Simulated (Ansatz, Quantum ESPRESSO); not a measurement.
# Evanescent states of NaCl, rock salt type, lattice constant set to 5.809 Å, part 3 of 4

Wanted: the complex band structure of NaCl, rock salt type, lattice constant set to 5.809 Å, as for a tunnel barrier.

Quantum ESPRESSO 7.5; plane-wave DFT, LDA, PseudoDojo norm-conserving pseudopotentials; cross-check by Ansatz 0.2.0 with PAW datasets.

So far. Step 2 (Self-consistent run): The run needed 8 iterations to bring the estimated error under 1e-09 Ry.

## (3) Complex bands with pwcond.x (continued)

Level of this step: complex band structure by pwcond; plane-wave DFT, LDA, PseudoDojo norm-conserving pseudopotentials (Quantum ESPRESSO).

K across = (1/4, 0) in the cell's reciprocal vectors; values within 0.0025 1/Å of each other count once, columns are sorted by size at each energy, a dash where no further value was kept. Table of Im kz of the slowest decaying states by energy, zero at the highest filled level of the SCF mesh:

| energy (eV) | decay 1 (Å⁻¹) | decay 2 (Å⁻¹) | decay 3 (Å⁻¹) |
| --- | --- | --- | --- |
| -2.07 | 0.472 | 1.13 | 1.22 |
| -1.84 | 0.385 | 1.07 | 1.19 |
| -1.61 | 0.255 | 0.998 | 1.16 |
| -1.38 | 0.918 | 1.13 | 1.63 |
| -1.15 | 0.094 | 0.822 | 1.10 |
| -0.92 | 0.702 | 1.08 | 1.59 |
| -0.69 | 0.042 | 0.531 | 1.05 |
| -0.46 | 0.152 | 1.03 | 1.56 |
| -0.23 | 0.102 | 1.01 | 1.54 |
| 0.00 | 0.21 | 0.247 | 0.985 |
| 0.46 | 0.412 | 0.639 | 0.949 |
| 0.69 | 0.465 | 0.725 | 0.933 |
| 0.92 | 0.505 | 0.788 | 0.918 |
| 1.15 | 0.537 | 0.838 | 0.904 |
| 1.38 | 0.561 | 0.879 | 0.89 |
| 1.61 | 0.58 | 0.877 | 0.913 |
| 1.84 | 0.595 | 0.863 | 0.942 |
| 2.07 | 0.606 | 0.85 | 0.968 |
| 2.30 | 0.614 | 0.837 | 0.992 |
| 2.53 | 0.619 | 0.823 | 1.01 |
| 2.76 | 0.622 | 0.81 | 1.04 |
| 2.99 | 0.621 | 0.796 | 1.06 |
| 3.22 | 0.619 | 0.781 | 1.09 |
| 3.45 | 0.614 | 0.766 | 1.13 |
| 3.68 | 0.607 | 0.751 | 1.17 |
| 3.91 | 0.597 | 0.735 | 1.16 |
| 4.14 | 0.585 | 0.718 | 1.14 |
| 4.37 | 0.527 | 0.612 | 0.7 |
| 4.83 | 0.385 | 0.663 | 0.67 |
| 5.06 | 0.312 | 0.642 | 0.682 |
| 5.29 | 0.218 | 0.621 | 0.691 |
| 5.52 | 0.598 | 0.697 | 1.02 |
| 5.75 | 0.573 | 0.701 | 0.999 |
| 5.98 | 0.547 | 0.704 | 0.973 |
| 6.21 | 0.518 | 0.706 | 0.946 |
| 6.44 | 0.487 | 0.707 | 0.917 |
| 6.67 | 0.452 | 0.709 | 0.885 |
| 6.90 | 0.412 | 0.712 | 0.839 |

## (4) Complex bands with pwcond.x, with ewind = 2.0 and epsproj = 0.001

A sensitivity test on the input.

Contents of cbs.w.in:

```
&inputcond
  outdir = './out'
  prefixl = 'scf'
  band_file = 'cbs.w'
  ikind = 0
  ewind = 2.0
  epsproj = 0.001
  nz1 = 7
  energy0 = 6.9
  denergy = -0.23
/
4
  0.00000000 0.00000000 1.00000000
  0.50000000 0.00000000 1.00000000
  0.50000000 0.50000000 1.00000000
  0.25000000 0.00000000 1.00000000
40
```

Run with:

```console
$ OMP_NUM_THREADS=1 mpirun -n 2 pwcond.x -in cbs.w.in > cbs.w.out
```

Numbers of over 12 decimals in the logs are rounded to 6 here.

What it wrote:

```text
[banner, memory and clock lines left out]
Program PWCOND v.7.5 starts
[citation notice left out]

[...]
./out/scf.save/

     IMPORTANT: XC functional enforced from input :
     Exchange-correlation= PW
                           (   1   4   0   0   0   0   0)
     Any further DFT definition will be discarded
     Please, verify this is what you really want

     Reading collected, re-writing distributed wavefunctions

===== INPUT FILE containing the left lead =====

     GEOMETRY:

     lattice parameter (alat)  =       7.7622  a.u.
     the volume                =     661.4100 (a.u.)^3
     the cross section         =      60.2519 (a.u.)^2
     l of the unit cell        =       1.4142 (alat)
     number of atoms/cell      =            4
     number of atomic types    =            2

     crystal axes: (cart. coord. in units of alat)
               a(1) = (  1.0000  0.0000  0.0000 )
               a(2) = (  0.0000  1.0000  0.0000 )
               a(3) = (  0.0000  0.0000  1.4142 )

   Cartesian axes

     site n.     atom                  positions (alat units)
          1        Na     tau(  1)=(  0.0000  0.0000  1.4142  )
          2        Cl     tau(  2)=(  0.5000  0.5000  1.4142  )
          3        Na     tau(  3)=(  0.5000  0.5000  0.7071  )
          4        Cl     tau(  4)=(  0.0000  0.0000  0.7071  )

     nr1s                      =           45
     nr2s                      =           45
     nr3s                      =           64
     nr1sx                     =           45
     nr2sx                     =           45
     nr3sx                     =           64
     nr1                       =           45
     nr2                       =           45
     nr3                       =           64
     nr1x                      =           45
     nr2x                      =           45
     nr3x                      =           64

 _______________________________
  Radii of nonlocal spheres:

     type       ibeta     ang. mom.          radius (alat units)
       Na         1         0                    0.1520
       Na         2         0                    0.1546
       Na         3         1                    0.1971
       Na         4         1                    0.1984
       Cl         1         0                    0.1984
       Cl         2         0                    0.1984
       Cl         3         1                    0.1752
       Cl         4         1                    0.1752
       Cl         5         2                    0.2280
       Cl         6         2                    0.2306
----- General information -----

----- Complex band structure calculation -----

     nrx                       =           45
     nry                       =           45
     nz1                       =            7

     energy0               =         6.9E+00
     denergy               =        -2.3E-01
     nenergy               =         40
     ecut2d                =         7.6E+01
     ewind                 =         2.0E+00
     epsproj               =         1.0E-03

     number of k_|| points=    4
                       cryst. coord.
        k(    1) = (   0.0000000   0.0000000), wk =   0.2500000
        k(    2) = (   0.5000000   0.0000000), wk =   0.2500000
        k(    3) = (   0.5000000   0.5000000), wk =   0.2500000
        k(    4) = (   0.2500000   0.0000000), wk =   0.2500000
----- Information about left lead -----

     nocros                   =           26
     noins                    =           26
     norb                     =           78
     norbf                    =           78
     nrz                      =           64

      iorb      type   ibeta   ang. mom.   m       position (alat)
        1        1       1        0        1   taunew(   1)=(  0.0000  0.0000  0.0000)
        2        1       2        0        1   taunew(   2)=(  0.0000  0.0000  0.0000)
[...]
78        2       6        2        5   taunew(  78)=(  0.5000  0.5000  1.4142)
    k slab    z(k)  z(k+1)     crossing(iorb=1,norb)
    1   0.0000 0.0221 0.0221   111111111111111111111111110000000000000000000000000000000000000000000000000000
    2   0.0221 0.0442 0.0221   111111111111111111111111110000000000000000000000000000000000000000000000000000
[...]
64   1.3921 1.4142 0.0221   000000000000000000000000000000000000000000000000000011111111111111111111111111
 ngper, shell number =          357          49
 ngper, n2d =          357          42
---  E-Ef =    6.9000000  k =    0.0000000   0.0000000
---  ie =          1  ik =          1
 Nchannels of the left tip =            1
 Right moving states:
   k1(2pi/a)   k2(2pi/a)   E-Ef (eV)
  -0.3257859   0.0000000   6.9000000
 Left moving states:
   k1(2pi/a)   k2(2pi/a)   E-Ef (eV)
   0.3257859   0.0000000   6.9000000

---  E-Ef =    6.6700000  k =    0.0000000   0.0000000
---  ie =          2  ik =          1
 Nchannels of the left tip =            1
 Right moving states:
   k1(2pi/a)   k2(2pi/a)   E-Ef (eV)
  -0.4116666  -0.0000000   6.6700000
 Left moving states:
   k1(2pi/a)   k2(2pi/a)   E-Ef (eV)
   0.4116666  -0.0000000   6.6700000
[... further energies and points left out ...]
---  E-Ef =   -1.8400000  k =    0.2500000   0.0000000
---  ie =         39  ik =          4
 Nchannels of the left tip =            0
 Right moving states:
   k1(2pi/a)   k2(2pi/a)   E-Ef (eV)
 Left moving states:
   k1(2pi/a)   k2(2pi/a)   E-Ef (eV)

---  E-Ef =   -2.0700000  k =    0.2500000   0.0000000
---  ie =         40  ik =          4
 Nchannels of the left tip =            0
 Right moving states:
   k1(2pi/a)   k2(2pi/a)   E-Ef (eV)
 Left moving states:
   k1(2pi/a)   k2(2pi/a)   E-Ef (eV)

[...]
```

Wall time 73 s (2 MPI ranks of Arm Neoverse V1, shared host); peak memory 0.12 GiB.

The changed values were drawn from a wide range, not chosen for quality; the comparison shows what they did here together.

Beside the run it was changed from:

| quantity | this run | unchanged run | difference |
| --- | --- | --- | --- |
| peak of the smallest κ at the zone centre (Å⁻¹) | 0.36 | 0.36 | 0 |
| peak of the smallest κ at (1/2, 0) (Å⁻¹) | 0.638 | 0.631 | 0.0070 |
| wall time (s) | 73 | 161 |  |

The physical values in this table move by up to 1.1 %.

## (5) The same in Ansatz

As a check, the same structure is run in Ansatz.

Level of this step: plane-wave DFT, LDA, Ansatz PAW (Ansatz 0.2.0).

Contents of input.yaml:

```yaml
crystal:
  lattice:
    - [4.1075832919, 0.0, 0.0]
    - [0.0, 4.1075832919, 0.0]
    - [0.0, 0.0, 5.809]
  atoms:
    - { symbol: Na, position: [0.0, 0.0, 0.0] }
    - { symbol: Cl, position: [0.5, 0.5, 0.0] }
    - { symbol: Na, position: [0.5, 0.5, 0.5] }
    - { symbol: Cl, position: [0.0, 0.0, 0.5] }
kpoints:
  mp_grid: { grid: [6, 6, 6] }
hamiltonian:
  xc: lda
scf:
  occupations: { method: fixed }
  convergence: { dr2_threshold: 1.0e-09 }
output:
  transmission:
    leads: [[0, 0]]
    kpoints: [[0, 0], [0.5, 0], [0.5, 0.5], [0.25, 0]]
    e_range: [-2.07, 6.9]
    de: 0.23
```

Run with:

```console
$ ansatz run input.yaml --threads 2 --pin off --max-ram 4096MiB --backend cpu --events-out ev --progress --plain --runs-dir out
```

What it wrote:

```text
Engine: ansatz 0.2.0, aarch64-unknown-linux-gnu
Pseudopotentials: kind: paw
Pseudopotential: Na, paw, valence charge 9, recommended cutoff 420 eV (normal), Na.paw.azcp
Pseudopotential: Cl, paw, valence charge 7, recommended cutoff 420 eV (normal), Cl.paw.azcp
Functional definition: SPW92
  exchange = slater_x
  correlation = pw_c
Crystal: 4 atoms, lattice volume = 98.011 Å³
Basis set: ecut = 420 eV, 1923 PW (Γ)
Bands: 20, of which v1, the nominal top of the filled ones, is band 16 counted from 1 (15 counted from 0)
Symmetry: 32 space group operations
Space group: Fm-3m (ITA 225), of the structure as read, at distance tolerance 4.6e-5 Å
k-points: 40 of 216
Non-local potential: Na, projectors of the file, l = 0: 3, l = 1: 2, l = 2: 1
Non-local potential: Cl, projectors of the file, l = 0: 2, l = 1: 2, l = 2: 2
PAW form: soft (Blöchl's): semilocal exchange-correlation on the pseudo side does not see the compensation charge
PAW frozen core: Na, regenerated for the run's functional, and the local potential with it (the file was generated under x = pbe(κ = 0.804, μ = 0.219515), c = pbe(β = 0.066725))
PAW frozen core: Cl, regenerated for the run's functional, and the local potential with it (the file was generated under x = pbe(κ = 0.804, μ = 0.219515), c = pbe(β = 0.066725))
PAW one-centre angular grid: Na, 110 points (default); XC on 64 Gauss nodes
PAW one-centre angular grid: Cl, 110 points (default); XC on 64 Gauss nodes
Initial density: superposition of atomic densities (neutral atoms: chi_scale 0, normalization atom), corrected by the library's trained network
Initial wavefunctions: pseudopotential atomic-orbital guess
Functional: x = slater, c = lda
SCF iter   1: F=—  HF=-5028.452574 eV  |F-HF|=—  |Δ(HF+E_count)|=         —  Δρ=6.86e-3  dr2=3.72e-2  ethr=1.77e-3  ⟨swp⟩=4.2  Hψ=2875  notcnv=0  defer=57
preconditioner: auto → Resta (q_TF=auto, 2.264 Å⁻¹)  ε∞=2.7  [insulator: Δε(μ)=4.279 eV  Ē_g=11.479 eV  n_scr=20 (ndim 8)  ℏωp=15.0 eV  f_vac=0.051  ε∞_Penn≈2.7]
SCF iter   2: F=—  HF=-5028.433468 eV  |F-HF|=—  |Δ(HF+E_count)|=   1.91e-2  Δρ=2.97e-3  dr2=8.95e-3  ethr=1.16e-4  ⟨swp⟩=3.0  Hψ=1841  notcnv=0  defer=80
SCF iter   3: F=—  HF=-5028.430630 eV  |F-HF|=—  |Δ(HF+E_count)|=   2.84e-3  Δρ=8.18e-4  dr2=4.11e-4  ethr=2.80e-5  ⟨swp⟩=2.0  Hψ=1124  notcnv=0  defer=80
SCF iter   4: F=—  HF=-5028.430550 eV  |F-HF|=—  |Δ(HF+E_count)|=   7.98e-5  Δρ=1.99e-4  dr2=5.90e-5  ethr=1.28e-6  ⟨swp⟩=2.0  Hψ=1082  notcnv=0  defer=24
SCF iter   5: F=—  HF=-5028.430545 eV  |F-HF|=—  |Δ(HF+E_count)|=   4.74e-6  Δρ=4.16e-5  dr2=1.81e-6  ethr=1.84e-7  ⟨swp⟩=2.0  Hψ=986  notcnv=0  defer=1
SCF iter   6: F=—  HF=-5028.430540 eV  |F-HF|=—  |Δ(HF+E_count)|=   5.15e-6  Δρ=1.20e-5  dr2=2.07e-7  ethr=5.66e-9  ⟨swp⟩=2.0  Hψ=1119  notcnv=0
SCF iter   7: F=-5028.430540 eV  HF=-5028.430540 eV  |F-HF|=2.59e-10  |Δ(HF+E_count)|=   6.51e-8  Δρ=5.35e-7  dr2=2.42e-10  ethr=3.13e-12  ⟨swp⟩=3.4  Hψ=3406  notcnv=0
SCF 1 converged in 7 iterations: F = -5028.430540 eV  dr2 = 2.42e-10
  greatest PAW one-centre occupation: 0.999 electrons in one spin orbital (limit 2), on the Na atom at site 2 (counted from 0), in its partial waves of l = 0
transmission: 8 of 32 steps passed
transmission: 16 of 32 steps passed
transmission: 24 of 32 steps passed
transmission: 32 of 32 steps passed
SCF converged after 7 iterations
Free energy (F): -5028.430540 eV
Harris-Foulkes:  -5028.430540 eV  (|F-HF|=2.59e-10)
Internal energy: -5028.430540 eV  (E = F + TS)
E sigma→0 (E₀):  -5028.430540 eV
Fermi energy:    0.225225 eV
--- Per-component energies (eV) ---
  E_band       = -495.877352
  E_kinetic    = 562.630518
  E_local      = -3146.184909  (includes V_loc(G=0)·N_el)
  E_nonlocal   = 293.257878
  E_hartree    = 1106.769145
  E_xc         = -287.845047
  E_vxc        = -341.844915  (∫ρ·V_xc dr)
  E_paw        = -1739.884376  (= ΣΔE_a)
  E_vpaw       = -77.274109  (= ΣTr[D̂ρ^β])
  E_aug_tail   = 0.000148  (compensation charges beyond the density's cutoff)
  E_ewald      = -1817.836661
  E_core_change = 0.662764  (= ΣΔE_core)
  E_smearing   = -0.000000  (= −TS)
  E_closure    = -0.000000  (closes the sum)
  Σ components = -5028.430540   (vs F -5028.430540, Δ=0.00e0)
--- Band table (eV; the first three rows and the last of 40) ---
  k-point 0: bands = [... 12 lower, -0.3145, 0.2252, 0.2252, 0.2252, 4.6087, 7.1231, 7.9893, 10.5578]
  k-point 1: bands = [... 12 lower, -0.2820, 0.0456, 0.1849, 0.1849, 4.9082, 7.1791, 8.1020, 10.2732]
  k-point 2: bands = [... 12 lower, -0.1907, -0.1907, 0.0782, 0.0782, 5.6433, 7.1004, 8.4370, 9.6996]
  k-point 39: bands = [... 12 lower, -0.8512, -0.8512, -0.4550, -0.4550, 8.3303, 8.3303, 9.3262, 9.3262]
--- Transmission ---
  basis      : 145 plane waves across, 8 finite elements along
  points     : 4, as listed
  energies   : 40 from -2.070000 to 6.900000 eV about the Fermi level, 0.230000 eV apart; the leads are filled to 2.191753 eV, and channels, transmission and decay are at 2.300000 eV
  crystal 0  : Na2Cl2, at the sites [0, 0], period 5.8090 Å: whole cells are its period
    offset         : up to 0.0000 Å between an atom of the period and one for which it stands
    channels       : 0.000000e0 a spin
    conductance    : none, the energies end too early or step too widely for 300 K: set another output.transmission.e_range or a lower de, or, where they end at an eighth of basis.ecutwfc, a higher one
    slowest decay  : 0.3553 /Å at (0.0000, 0.0000)
```

Elapsed: 20 s, on 2 threads; peak memory 0.44 GiB; 39 s of CPU time.

Read from the output:

* free energy: -5028.4305 eV
* gap by band count: 4.384 eV
* symmetry operations: 32
* slowest decay at the grid energy nearest mid-gap: 0.3553 Å⁻¹
* peak of the smallest κ at the zone centre: 0.3594 Å⁻¹
* peak of the smallest κ at (1/2, 0): 0.6313 Å⁻¹
* peak of the smallest κ at (1/2, 1/2): 0.5977 Å⁻¹
* peak of the smallest κ at (1/4, 0): 0.6212 Å⁻¹
* valence top, on the run's zero: 0.2252 eV

K across = (0, 0) in the cell's reciprocal vectors; values within 0.0025 1/Å of each other count once, columns are sorted by size at each energy, a dash where no further value was kept. Table of Im kz of the slowest decaying states by energy, zero at the highest filled level of the SCF mesh:

| energy (eV) | decay 1 (Å⁻¹) | decay 2 (Å⁻¹) | decay 3 (Å⁻¹) |
| --- | --- | --- | --- |
| -2.07 | 0.628 | 1.02 | - |
| -1.61 | 0.246 | 0.715 | 0.883 |
| -1.15 | 0.699 | 0.767 | - |
| -0.69 | 0.372 | 0.788 | - |
| -0.46 | 0.794 | 1.50 | - |
| 0.00 | 0.00315 | 0.798 | 1.46 |
| 0.46 | 0.247 | 0.519 | 0.796 |
| 0.92 | 0.315 | 0.660 | 0.789 |
| 1.38 | 0.348 | 0.740 | 0.778 |
| 1.84 | 0.359 | 0.763 | 0.791 |
| 2.30 | 0.355 | 0.745 | 0.824 |
| 2.53 | 0.348 | 0.735 | 0.836 |
| 2.99 | 0.322 | 0.711 | 0.853 |
| 3.45 | 0.279 | 0.684 | 0.862 |
| 3.91 | 0.209 | 0.653 | 0.864 |
| 4.37 | 0.0370 | 0.618 | 0.862 |
| 4.83 | 0.576 | 0.855 | 0.904 |
| 5.29 | 0.527 | 0.831 | 0.844 |
| 5.52 | 0.499 | 0.792 | 0.836 |
| 5.98 | 0.431 | 0.708 | 0.819 |
| 6.44 | 0.334 | 0.611 | 0.797 |
| 6.90 | 0.495 | 0.771 | 1.24 |

(Continued in part 4 of 4.)

[Logs are printed without paths, hosts, clocks, repeated set-up lines and the standing remarks that a program may print on its own settings, such as how far it seeks lower states.]

[Hosts, paths, dates, database ids (printed as entryN), source tags and the programs' standing remarks are cut or masked in the printed files.]

[Maps of the electrostatic potential energy from Ansatz leave out the sawtooth potential of an applied field or a dipole correction, so their vacuum need not be flat; planar profiles and work functions include it.]
